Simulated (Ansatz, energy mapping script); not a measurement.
# NiHO2 monolayer: energy mapping under PBEsol+U (3.6 eV), part 2 of 2

How strongly do the moments of NiHO2 monolayer couple under PBEsol+U (3.6 eV)? The plan is to run several orders and fit a Heisenberg model.

PBEsol with U = 3.6 eV on Ni d, ortho-atomic projectors; plane waves, U on orthogonalised atomic orbitals unless named otherwise, collinear spin, no spin–orbit coupling.

So far. Step 4 (Run 2 (compensated +−; cell A, 8 atoms)): The run ends antiferromagnetic, 72.27 meV a magnetic atom above the parallel order of its cell (energies taken at zero occupation width, not the printed F). Step 5 (Order 3: parallel, cell B of 12 atoms): The run ends ferromagnetic. For each magnetic atom its energy differs from the parallel run of the first cell by -0.32 meV, an error that one common reference would have brought in.

## (6) Order 4: uncompensated ++−, cell B of 12 atoms

This order reverses 4 of the 6 neighbours at 2.98 Å, 0 of the 6 neighbours at 5.16 Å and 4 of the 6 neighbours at 5.96 Å, counted for an average magnetic atom.

Input file input.yaml:

```yaml
crystal:
  lattice:
    - [-5.0e-07, 5.159015761, 0.0]
    - [-4.467839457, 7.738523208, 0.0]
    - [0.0, 0.0, 17.990392]
  atoms:
    - { symbol: Ni, position: [0.666667, 0.666666333, 0.472014], spin: 2.0 }
    - { symbol: Ni, position: [0.666667, 0.999999667, 0.472014], spin: 2.0 }
    - { symbol: Ni, position: [0.666667, 0.333333, 0.472014], spin: -2.0 }
    - { symbol: O, position: [3.33e-07, 0.333333, 0.416889] }
    - { symbol: O, position: [3.33e-07, 0.666666334, 0.416889] }
    - { symbol: O, position: [3.33e-07, 0.999999667, 0.416889] }
    - { symbol: O, position: [0.333333667, 0.999999666, 0.528454] }
    - { symbol: O, position: [0.333333667, 0.333333, 0.528454] }
    - { symbol: O, position: [0.333333667, 0.666666333, 0.528454] }
    - { symbol: H, position: [0.333333667, 0.999999666, 0.583111] }
    - { symbol: H, position: [0.333333667, 0.333333, 0.583111] }
    - { symbol: H, position: [0.333333667, 0.666666333, 0.583111] }
magnetization:
  spin_polarized: true
kpoints:
  mp_grid: { grid: [15, 15, 1] }
hamiltonian:
  xc: pbesol
  hubbard:
    sites:
      - { species: Ni, l: d, u_eff: 3.6 }
      - { site: 0, l: d, u_eff: 3.6, starting_ns: [{ spin: up, occupation_matrix: ni1_major }, { spin: down, occupation_matrix: ni1_minor }] }
      - { site: 1, l: d, u_eff: 3.6, starting_ns: [{ spin: up, occupation_matrix: ni1_major }, { spin: down, occupation_matrix: ni1_minor }] }
      - { site: 2, l: d, u_eff: 3.6, starting_ns: [{ spin: up, occupation_matrix: ni1_minor }, { spin: down, occupation_matrix: ni1_major }] }
    projectors: ortho-atomic
    occupation_matrices:
      ni1_major:
        matrix:
          - [0.995, 0.0, 0.0, 0.0, 0.0]
          - [0.0, 0.922, 0.0, 0.0, 0.052]
          - [0.0, 0.0, 0.922, 0.052, 0.0]
          - [0.0, 0.0, 0.052, 0.949, 0.0]
          - [0.0, 0.052, 0.0, 0.0, 0.949]
      ni1_minor:
        matrix:
          - [0.994, 0.0, 0.0, 0.0, 0.0]
          - [0.0, 0.564, 0.0, 0.0, 0.332]
          - [0.0, 0.0, 0.564, 0.332, 0.0]
          - [0.0, 0.0, 0.332, 0.738, 0.0]
          - [0.0, 0.332, 0.0, 0.0, 0.738]
scf:
  occupations: { method: fermi_dirac, width: 0.05 }
output:
  eigenvalues: true
```

Launch:

```bash
ansatz run input.yaml --threads 4 --pin off --max-ram 8192MiB --backend cpu --events-out ev --progress --plain --runs-dir out
```

Numbers of over 12 decimals in the logs are rounded to 6 here.

Output:

```text
[...]
Crystal: 12 atoms, lattice volume = 414.672 Å³
Basis set: ecut = 420 eV, 8143 PW (Γ)
Bands: 62, of which v1, the nominal top of the filled ones, is band 47 counted from 1 (46 counted from 0)
Symmetry: 6 space group operations
[...]
k-points: 27 of 225 (time reversal used)
[...]
Starting moments: Σ|m| = 6 μB on 3 of 12 sites
[...]
k-point 1 ↑: bands = [... 43 lower, -3.7031, -3.1479, -2.1373, -2.1299, -1.6060, -1.5934, -0.4216, -0.2203, ... 11 higher]
  k-point 2 ↑: bands = [... 43 lower, -3.6357, -3.0933, -2.1296, -2.1006, -1.6614, -1.6105, -0.3877, -0.2372, ... 11 higher]
  k-point 26 ↓: bands = [... 43 lower, -3.0322, -2.8844, -1.7891, -1.7891, 0.0874, 0.4596, 0.4596, 0.7168, ... 11 higher]
Occupation matrices written to <dir>
[key lines of the parts left out:]
SCF converged after 30 iterations
Magnetization: 2.1391 μB (47.5695 up, 45.4305 down)
Free energy (F): -20814.696566 eV
Fermi energy:    -1.850188 eV
```

It took 79 s on 4 threads of Arm Neoverse V1, shared host; peak memory 1.6 GiB; 5.2 min of CPU time.

The run ends ferrimagnetic, 102.86 meV a magnetic atom above the parallel order of its cell (energies taken at zero occupation width, not the printed F).

## (7) Parallel start in cell C (12 atoms)

The parallel order again, as the reference for this cell.

This run holds the same structure in another cell (a 5.159 → 2.979 Å, γ 30.0 → 120.0°).

Input file input.yaml:

```yaml
crystal:
  lattice:
    - [2.978559138, 2.89e-07, 0.0]
    - [-4.467839457, 7.738523208, 0.0]
    - [0.0, 0.0, 17.990392]
  atoms:
    - { symbol: Ni, position: [0.666667, 0.111111, 0.472014], spin: 2.0 }
    - { symbol: Ni, position: [0.666667, 0.444444333, 0.472014], spin: 2.0 }
    - { symbol: Ni, position: [0.666667, 0.777777667, 0.472014], spin: 2.0 }
    - { symbol: O, position: [3.33e-07, 0.333333222, 0.416889] }
    - { symbol: O, position: [3.33e-07, 0.666666556, 0.416889] }
    - { symbol: O, position: [3.33e-07, 0.999999889, 0.416889] }
    - { symbol: O, position: [0.333333667, 0.222222111, 0.528454] }
    - { symbol: O, position: [0.333333667, 0.555555444, 0.528454] }
    - { symbol: O, position: [0.333333667, 0.888888778, 0.528454] }
    - { symbol: H, position: [0.333333667, 0.222222111, 0.583111] }
    - { symbol: H, position: [0.333333667, 0.555555444, 0.583111] }
    - { symbol: H, position: [0.333333667, 0.888888778, 0.583111] }
magnetization:
  spin_polarized: true
kpoints:
  mp_grid: { grid: [15, 5, 1] }
hamiltonian:
  xc: pbesol
  hubbard:
    sites:
      - { species: Ni, l: d, u_eff: 3.6 }
      - { site: 0, l: d, u_eff: 3.6, starting_ns: [{ spin: up, occupation_matrix: ni1_major }, { spin: down, occupation_matrix: ni1_minor }] }
      - { site: 1, l: d, u_eff: 3.6, starting_ns: [{ spin: up, occupation_matrix: ni1_major }, { spin: down, occupation_matrix: ni1_minor }] }
      - { site: 2, l: d, u_eff: 3.6, starting_ns: [{ spin: up, occupation_matrix: ni1_major }, { spin: down, occupation_matrix: ni1_minor }] }
    projectors: ortho-atomic
    occupation_matrices:
      ni1_major:
        matrix:
          - [0.995, 0.0, 0.0, 0.0, 0.0]
          - [0.0, 0.922, 0.0, 0.0, 0.052]
          - [0.0, 0.0, 0.922, 0.052, 0.0]
          - [0.0, 0.0, 0.052, 0.949, 0.0]
          - [0.0, 0.052, 0.0, 0.0, 0.949]
      ni1_minor:
        matrix:
          - [0.994, 0.0, 0.0, 0.0, 0.0]
          - [0.0, 0.564, 0.0, 0.0, 0.332]
          - [0.0, 0.0, 0.564, 0.332, 0.0]
          - [0.0, 0.0, 0.332, 0.738, 0.0]
          - [0.0, 0.332, 0.0, 0.0, 0.738]
scf:
  occupations: { method: fermi_dirac, width: 0.05 }
output:
  eigenvalues: true
```

Output:

```text
[...]
Crystal: 12 atoms, lattice volume = 414.672 Å³
Basis set: ecut = 420 eV, 8005 PW (Γ)
Bands: 62, of which v1, the nominal top of the filled ones, is band 47 counted from 1 (46 counted from 0)
Symmetry: 6 space group operations
[...]
k-points: 24 of 75 (time reversal used)
[...]
Starting moments: Σ|m| = 6 μB on 3 of 12 sites
[...]
k-point 1 ↑: bands = [... 43 lower, -3.3468, -3.0070, -2.2442, -2.1408, -1.4291, -1.4095, -1.3175, -1.1927, ... 11 higher]
  k-point 2 ↑: bands = [... 43 lower, -2.9814, -2.9211, -2.1051, -2.0965, -1.7045, -1.4225, -1.3509, -1.2672, ... 11 higher]
  k-point 23 ↓: bands = [... 43 lower, -3.1413, -3.0967, -0.0331, -0.0331, 0.0048, 0.1211, 0.3832, 0.3832, ... 11 higher]
Occupation matrices written to <dir>
[key lines of the parts left out:]
SCF converged after 19 iterations
Magnetization: 3.0000 μB (48.0000 up, 45.0000 down)
Free energy (F): -20814.984817 eV
Fermi energy:    -1.909656 eV
```

Wall time 54 s (4 threads); peak memory 1.5 GiB.

The run ends ferromagnetic. For each magnetic atom its energy differs from the parallel run of the first cell by -0.15 meV, an error that one common reference would have brought in.

## (8) Uncompensated ++− start in cell C (12 atoms)

This order reverses 2.67 of the 6 neighbours at 2.98 Å, 4 of the 6 neighbours at 5.16 Å and 2.67 of the 6 neighbours at 5.96 Å, counted for an average magnetic atom.

input.yaml, as its differences from that of step 7:

```diff
@@ -8,3 +8,3 @@
     - { symbol: Ni, position: [0.666667, 0.444444333, 0.472014], spin: 2.0 }
-    - { symbol: Ni, position: [0.666667, 0.777777667, 0.472014], spin: 2.0 }
+    - { symbol: Ni, position: [0.666667, 0.777777667, 0.472014], spin: -2.0 }
     - { symbol: O, position: [3.33e-07, 0.333333222, 0.416889] }
@@ -29,3 +29,3 @@
       - { site: 1, l: d, u_eff: 3.6, starting_ns: [{ spin: up, occupation_matrix: ni1_major }, { spin: down, occupation_matrix: ni1_minor }] }
-      - { site: 2, l: d, u_eff: 3.6, starting_ns: [{ spin: up, occupation_matrix: ni1_major }, { spin: down, occupation_matrix: ni1_minor }] }
+      - { site: 2, l: d, u_eff: 3.6, starting_ns: [{ spin: up, occupation_matrix: ni1_minor }, { spin: down, occupation_matrix: ni1_major }] }
     projectors: ortho-atomic
```

Output:

```text
[...]
Crystal: 12 atoms, lattice volume = 414.672 Å³
Basis set: ecut = 420 eV, 8005 PW (Γ)
Bands: 62, of which v1, the nominal top of the filled ones, is band 47 counted from 1 (46 counted from 0)
Symmetry: 2 space group operations
[...]
k-points: 24 of 75 (time reversal used)
[...]
Starting moments: Σ|m| = 6 μB on 3 of 12 sites
[...]
k-point 1 ↑: bands = [... 43 lower, -3.0740, -2.8304, -2.1880, -1.6478, -1.4620, -1.3001, -0.3588, 0.1702, ... 11 higher]
  k-point 2 ↑: bands = [... 43 lower, -2.9930, -2.7232, -2.0952, -1.8154, -1.4262, -1.3425, -0.1612, 0.1574, ... 11 higher]
  k-point 23 ↓: bands = [... 43 lower, -3.3231, -3.1161, -2.0732, -1.7814, -0.1055, 0.0378, 0.1797, 0.2648, ... 11 higher]
Occupation matrices written to <dir>
[key lines of the parts left out:]
SCF converged after 43 iterations
Magnetization: 0.8244 μB (46.9122 up, 46.0878 down)
Free energy (F): -20814.804113 eV
Fermi energy:    -1.879475 eV
```

The job ended after 85 s (4 threads; peak memory 1.5 GiB).

The run ends ferrimagnetic, 63.87 meV a magnetic atom above the parallel order of its cell (energies taken at zero occupation width, not the printed F).

## (9) Run 7 (parallel; cell D, 16 atoms)

A new cell needs its own zero of energy.

Input file input.yaml:

```yaml
crystal:
  lattice:
    - [2.978559138, 2.89e-07, 0.0]
    - [-5.957119276, 10.318030944, 0.0]
    - [0.0, 0.0, 17.990392]
  atoms:
    - { symbol: Ni, position: [0.666667, 0.08333325, 0.472014], spin: 2.0 }
    - { symbol: Ni, position: [0.666667, 0.33333325, 0.472014], spin: 2.0 }
    - { symbol: Ni, position: [0.666667, 0.58333325, 0.472014], spin: 2.0 }
    - { symbol: Ni, position: [0.666667, 0.83333325, 0.472014], spin: 2.0 }
    - { symbol: O, position: [3.33e-07, 0.249999917, 0.416889] }
    - { symbol: O, position: [3.33e-07, 0.499999917, 0.416889] }
    - { symbol: O, position: [3.33e-07, 0.749999917, 0.416889] }
    - { symbol: O, position: [3.33e-07, 0.999999917, 0.416889] }
    - { symbol: O, position: [0.333333667, 0.166666583, 0.528454] }
    - { symbol: O, position: [0.333333667, 0.416666583, 0.528454] }
    - { symbol: O, position: [0.333333667, 0.666666583, 0.528454] }
    - { symbol: O, position: [0.333333667, 0.916666583, 0.528454] }
    - { symbol: H, position: [0.333333667, 0.166666583, 0.583111] }
    - { symbol: H, position: [0.333333667, 0.416666583, 0.583111] }
    - { symbol: H, position: [0.333333667, 0.666666583, 0.583111] }
    - { symbol: H, position: [0.333333667, 0.916666583, 0.583111] }
magnetization:
  spin_polarized: true
kpoints:
  mp_grid: { grid: [16, 4, 1] }
hamiltonian:
  xc: pbesol
  hubbard:
    sites:
      - { species: Ni, l: d, u_eff: 3.6 }
      - { site: 0, l: d, u_eff: 3.6, starting_ns: [{ spin: up, occupation_matrix: ni1_major }, { spin: down, occupation_matrix: ni1_minor }] }
      - { site: 1, l: d, u_eff: 3.6, starting_ns: [{ spin: up, occupation_matrix: ni1_major }, { spin: down, occupation_matrix: ni1_minor }] }
      - { site: 2, l: d, u_eff: 3.6, starting_ns: [{ spin: up, occupation_matrix: ni1_major }, { spin: down, occupation_matrix: ni1_minor }] }
      - { site: 3, l: d, u_eff: 3.6, starting_ns: [{ spin: up, occupation_matrix: ni1_major }, { spin: down, occupation_matrix: ni1_minor }] }
    projectors: ortho-atomic
    occupation_matrices:
      ni1_major:
        matrix:
          - [0.995, 0.0, 0.0, 0.0, 0.0]
          - [0.0, 0.922, 0.0, 0.0, 0.052]
          - [0.0, 0.0, 0.922, 0.052, 0.0]
          - [0.0, 0.0, 0.052, 0.949, 0.0]
          - [0.0, 0.052, 0.0, 0.0, 0.949]
      ni1_minor:
        matrix:
          - [0.994, 0.0, 0.0, 0.0, 0.0]
          - [0.0, 0.564, 0.0, 0.0, 0.332]
          - [0.0, 0.0, 0.564, 0.332, 0.0]
          - [0.0, 0.0, 0.332, 0.738, 0.0]
          - [0.0, 0.332, 0.0, 0.0, 0.738]
scf:
  occupations: { method: fermi_dirac, width: 0.05 }
output:
  eigenvalues: true
```

Output:

```text
[...]
Crystal: 16 atoms, lattice volume = 552.896 Å³
Basis set: ecut = 420 eV, 10683 PW (Γ)
Bands: 82, of which v1, the nominal top of the filled ones, is band 62 counted from 1 (61 counted from 0)
Symmetry: 8 space group operations
[...]
k-points: 23 of 64 (time reversal used)
[...]
Starting moments: Σ|m| = 8 μB on 4 of 16 sites
[...]
k-point 1 ↑: bands = [... 58 lower, -3.0141, -2.9494, -2.2271, -2.1119, -2.0446, -1.4280, -1.4251, -1.3365, ... 16 higher]
  k-point 2 ↑: bands = [... 58 lower, -2.9283, -2.9283, -2.1659, -2.1659, -1.6495, -1.6495, -1.4316, -1.4316, ... 16 higher]
  k-point 22 ↓: bands = [... 58 lower, -3.1243, -3.1243, -0.0065, -0.0065, -0.0065, -0.0065, 0.2801, 0.2801, ... 16 higher]
Occupation matrices written to <dir>
[key lines of the parts left out:]
SCF converged after 19 iterations
Magnetization: 4.0000 μB (64.0000 up, 60.0000 down)
Free energy (F): -27753.312492 eV
Fermi energy:    -1.907457 eV
```

It took 87 s on 4 threads; peak memory 2.2 GiB; 5.7 min of CPU time.

The run ends ferromagnetic. For each magnetic atom its energy differs from the parallel run of the first cell by 0.00 meV, an error that one common reference would have brought in.

## (10) Compensated ++−− start in cell D (16 atoms)

This order reverses 2 of the 6 neighbours at 2.98 Å, 4 of the 6 neighbours at 5.16 Å and 4 of the 6 neighbours at 5.96 Å, counted for an average magnetic atom.

input.yaml, as its differences from that of step 9:

```diff
@@ -8,4 +8,4 @@
     - { symbol: Ni, position: [0.666667, 0.33333325, 0.472014], spin: 2.0 }
-    - { symbol: Ni, position: [0.666667, 0.58333325, 0.472014], spin: 2.0 }
-    - { symbol: Ni, position: [0.666667, 0.83333325, 0.472014], spin: 2.0 }
+    - { symbol: Ni, position: [0.666667, 0.58333325, 0.472014], spin: -2.0 }
+    - { symbol: Ni, position: [0.666667, 0.83333325, 0.472014], spin: -2.0 }
     - { symbol: O, position: [3.33e-07, 0.249999917, 0.416889] }
@@ -33,4 +33,4 @@
       - { site: 1, l: d, u_eff: 3.6, starting_ns: [{ spin: up, occupation_matrix: ni1_major }, { spin: down, occupation_matrix: ni1_minor }] }
-      - { site: 2, l: d, u_eff: 3.6, starting_ns: [{ spin: up, occupation_matrix: ni1_major }, { spin: down, occupation_matrix: ni1_minor }] }
-      - { site: 3, l: d, u_eff: 3.6, starting_ns: [{ spin: up, occupation_matrix: ni1_major }, { spin: down, occupation_matrix: ni1_minor }] }
+      - { site: 2, l: d, u_eff: 3.6, starting_ns: [{ spin: up, occupation_matrix: ni1_minor }, { spin: down, occupation_matrix: ni1_major }] }
+      - { site: 3, l: d, u_eff: 3.6, starting_ns: [{ spin: up, occupation_matrix: ni1_minor }, { spin: down, occupation_matrix: ni1_major }] }
     projectors: ortho-atomic
```

Output:

```text
[...]
Crystal: 16 atoms, lattice volume = 552.896 Å³
Basis set: ecut = 420 eV, 10683 PW (Γ)
Bands: 82, of which v1, the nominal top of the filled ones, is band 62 counted from 1 (61 counted from 0)
Symmetry: 2 space group operations
[...]
k-points: 23 of 64 (time reversal used)
[...]
Starting moments: Σ|m| = 8 μB on 4 of 16 sites
[...]
k-point 1 ↑: bands = [... 58 lower, -2.9253, -2.7633, -2.1435, -1.7605, -1.4416, -1.3106, -0.3734, -0.2073, ... 16 higher]
  k-point 2 ↑: bands = [... 58 lower, -2.9026, -2.7358, -2.1167, -1.7330, -1.4395, -1.3111, -0.2623, -0.2153, ... 16 higher]
  k-point 22 ↓: bands = [... 58 lower, -3.3212, -3.0677, -2.1270, -2.0595, -1.7296, -1.7033, 0.0163, 0.0790, ... 16 higher]
Occupation matrices written to <dir>
[key lines of the parts left out:]
SCF converged after 34 iterations
Magnetization: 0.0000 μB (62.0000 up, 62.0000 down)
Free energy (F): -27753.099722 eV
Fermi energy:    -1.858986 eV
```

It took 69 s on 4 threads; peak memory 2.1 GiB.

The run ends antiferromagnetic, 55.56 meV a magnetic atom above the parallel order of its cell (energies taken at zero occupation width, not the printed F).

## (11) From energies to couplings

Each energy difference is a sum of couplings weighted by the pairs that the order reverses. A few near shells are fitted to the differences by least squares. Energies are those extrapolated to zero occupation width, not the free energies F.

The orders that converged (zero: parallel moments in the same cell):

```csv
order,atoms,energy (meV a magnetic atom),moments (μB),moments kept as typed,"opposed neighbours at 2.98, 5.16, 5.96 Å"
parallel in cell A,8,0.00,1.14,yes,"0, 0, 0"
compensated +− in cell A,8,72.27,1.15,yes,"4, 4, 0"
parallel in cell B,12,0.00,1.14,yes,"0, 0, 0"
uncompensated ++− in cell B,12,102.86,0.92 to 1.27,yes,"4, 0, 4"
parallel in cell C,12,0.00,1.14,yes,"0, 0, 0"
uncompensated ++− in cell C,12,63.87,1.11 to 1.20,yes,"2.67, 4, 2.67"
parallel in cell D,16,0.00,1.14,yes,"0, 0, 0"
compensated ++−− in cell D,16,55.56,1.14,yes,"2, 4, 4"
```

Fitted to E = −Σ J e·e over ordered pairs of unit vectors (J > 0 favours parallel moments):

```csv
pair,distance (Å),neighbours,J (meV)
Ni–Ni,2.98,6,9.92
Ni–Ni,5.16,6,-0.808
Ni–Ni,5.96,6,2.94
```

Adding the shell at 7.88 Å gives 11, -0.59, 3.2 and -0.51 meV and a mean-field temperature of 570 K, an exact solve that tests nothing.

Limits of this fit: couplings between layers, chains or clusters are absent from the fit or under 2 % of the largest, so temperatures below mark short-range order; moments change by up to 19 % between orders.

In mean field these couplings order at 559 K.

## (12) Monte Carlo

Mean field ignores fluctuations and overstates the ordering temperature, so the model is also sampled. The heat capacity peaks where order sets in.

Classical unit spins with these couplings on 30×30×1 copies of a cell that holds the lowest order (900 spins), heat-bath sweeps, cooled from random directions, 1004 sweeps to settle and 3014 measured at each temperature, averaged over 4 runs.

```csv
T (K),heat capacity (k_B a spin)
67.1,1.08
115,1.12
186,1.21
234,1.27
282,1.42
353,2.10
401,1.52
448,1.11
496,0.73
568,0.45
615,0.35
```

The smoothed heat capacity has a broad peak at 358 K. An isotropic layer has no long-range order above 0 K, so no order parameter is shown.

## (13) Against another level

The first set of orders, under PBEsol+U (1.2 eV), took 49 min of CPU time summed over its finished orders (seed run apart), these 32 min.

The two sets resolve different shells, so couplings and temperatures are not set side by side. The lowest order is parallel here and parallel in the first set.

## (14) What came out

| Property | Result |
| --- | --- |
| lowest order tried | parallel |
| largest fitted value, Ni–Ni at 2.98 Å | 9.92 meV |
| ordering temperature, mean field | 559 K |
| heat-capacity peak, Monte Carlo | 358 K |

**Reading.** Of the orders tried, NiHO2 monolayer prefers parallel moments under PBEsol+U (3.6 eV). The largest fitted coupling is the Ni–Ni pair at 2.98 Å, ferromagnetic at 9.9 meV, across a ligand at about 97°. With 4 differences for 3 couplings the fit misses by 1.8 meV at most, a small part of the spread. In the fitted orders moments change by up to 19 % against the parallel run of the same cell, so a model of fixed spins is doubtful here. Every order is gapless on its mesh at this level. In a metal exchange reaches farther, and a short model of fixed moments is less apt; where the compound is in fact an insulator, these couplings come from a wrongly metallic state. The fitted couplings above 2 % of the largest link the moments within layers only, where isotropic couplings give no order above 0 K. The peak at 358 K marks where short-range order sets in on this finite lattice; real ordering needs anisotropy.

[Logs and program files are shortened in this print: banners, set-up blocks, solver, clock and traceback lines can be left out without a mark of their own.]

[Logs are printed without paths, hosts, clocks, repeated set-up lines and the standing remarks that a program may print on its own settings, such as how far it seeks lower states.]

[Hosts, paths, dates, database ids (printed as entryN), source tags and the programs' standing remarks are cut or masked in the printed files.]

[Where a cell is said to come from a database of computed structures, the database is the Materials Project.]
